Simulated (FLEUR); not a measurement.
## CoO: largest sphere moment, antiferro q=(0,0,1/2) +- against volume factor, fitted and tested on a withheld row

System: CoO, 1 Co and 1 O in the cell, space group Fm-3m. From the study “How the volume moves the moments of CoO”.

Method: LDA (VWN) with U = 3.5 eV on Co d; all-electron FLAPW, Dirac cores, scalar-relativistic bands (FLEUR MaX-R8.1). Settings shared by all rows: kmax 4.4 1/bohr, hist occupations, smearing width 0.05 eV. The opposed order is one of several, taken for its small cell; another can lie lower, so the scan does not name the ground state. Atoms were not relaxed at any point.

Results; the value marked ? is withheld:

```
volume factor  largest sphere moment, antiferro q=(0,0,1/2) +- (μB)
         0.88                                                2.5441
         0.91                                                2.5624
         0.94                                                2.5789
         0.97                                                2.5937
            1                                                2.6066
         1.03                                                2.6184
         1.06                                                2.6290
         1.09                                                2.6383
         1.12                                                     ?
```

Q: What largest sphere moment, antiferro q=(0,0,1/2) +- should the row at volume factor = 1.12 hold? Fit a suitable law to the other rows.

**Law.** No simple law fixes this dependence; over a few percent of strain it is smooth while the state stays the same, so an empirical parabola in s = factor − 1 is fitted. In symbols, y = c0 + c1 s + c2 s², with largest sphere moment, antiferro q=(0,0,1/2) +- in μB.

**Fit.** Least squares on 8 rows gives c0 = 2.60684, c1 = 0.421111 and c2 = -0.828042.

```
volume factor      s  computed      fit  computed − fit
         0.88  -0.12    2.5441  2.54438        -0.00028
         0.91  -0.09    2.5624  2.56223         0.00017
         0.94  -0.06    2.5789  2.57859         0.00031
         0.97  -0.03    2.5937  2.59346         0.00024
            1      0    2.6066  2.60684        -0.00024
         1.03   0.03    2.6184  2.61873        -0.00033
         1.06   0.06    2.6290  2.62913        -0.00013
         1.09   0.09    2.6383  2.63803         0.00027
```

At s = 0 the slope is 0.00421 μB for each percent of the factor.

**Prediction.** At volume factor = 1.12, s = 0.12, so the law predicts 2.64545 μB. The computed value is 2.6466 μB, 0.00115 above the prediction (under 0.1 % of it). The row lies beyond the fitted rows, so this is an extrapolation. The miss is 4.5 times the rms residual of the fit, 0.00025.

[Logs and program files are shortened in this print: banners, set-up blocks, solver, clock and traceback lines can be left out without a mark of their own.]

[Logs are printed without paths, hosts, clocks, repeated set-up lines and the standing remarks that a program may print on its own settings, such as how far it seeks lower states.]

[Hosts, paths, dates, database ids (printed as entryN), source tags and the programs' standing remarks are cut or masked in the printed files.]

[Where a cell is said to come from a database of computed structures, the database is the Materials Project.]
